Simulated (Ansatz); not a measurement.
In doubt: masses and optical values from hybrid runs of this build are listed as unsure, which bears on the screening that GW takes from such a start.

Rows from a G0W0 calculation on KLaMgWO6 (F-43m) (Ansatz 0.2.0; G0W0 on HSE06, plane waves, PAW; PAW set soft_1; 4×4×4 mesh, 700 empty bands, screening to 180 eV, PAW set soft_1 files), in eV. Spin-orbit coupling is left out.

```csv
row,k,band,start,Σx,Σc at the solution,Vxc
A,Γ,v1,8.062,-26.009,4.013,-21.998
B,"(0.000, -0.500, -0.500)",c2,13.355,-16.712,-4.590,-22.130
C,"(0.000, -0.500, -0.500)",v2,7.218,-25.868,4.059,-21.737
D,Γ,c1,12.166,-13.944,-4.123,-18.636
E,"(0.000, -0.500, -0.500)",c1,12.051,-13.981,-4.457,-19.042
F,"(0.000, -0.500, -0.500)",v1,8.015,-25.878,4.013,-21.850
```

Work out each quasiparticle level and how far it moved.

The quasiparticle equation reads E = start + Σx + Σc(E) − Vxc.

```csv
row,E (eV),shift (eV)
A,8.063,+0.002
B,14.183,+0.828
C,7.146,−0.072
D,12.735,+0.569
E,12.656,+0.605
F,8.000,−0.015
```

Limits: not at the basis limit; f levels unsure; no spin-orbit coupling.

[Paths, hosts, dates, memory and timing lines, banners, echoed tables and standing remarks are left out of the program output.]

[Logs are printed without paths, hosts, clocks, repeated set-up lines and the standing remarks that a program may print on its own settings, such as how far it seeks lower states.]

[Runs of the session that timed out or met a known fault of the program may be left out.]

[Cells called generated may have been cut or substituted from an entry of the Crystallography Open Database or the Materials Project.]

[Hosts, paths, dates, database ids (printed as entryN), source tags and the programs' standing remarks are cut or masked in the printed files.]
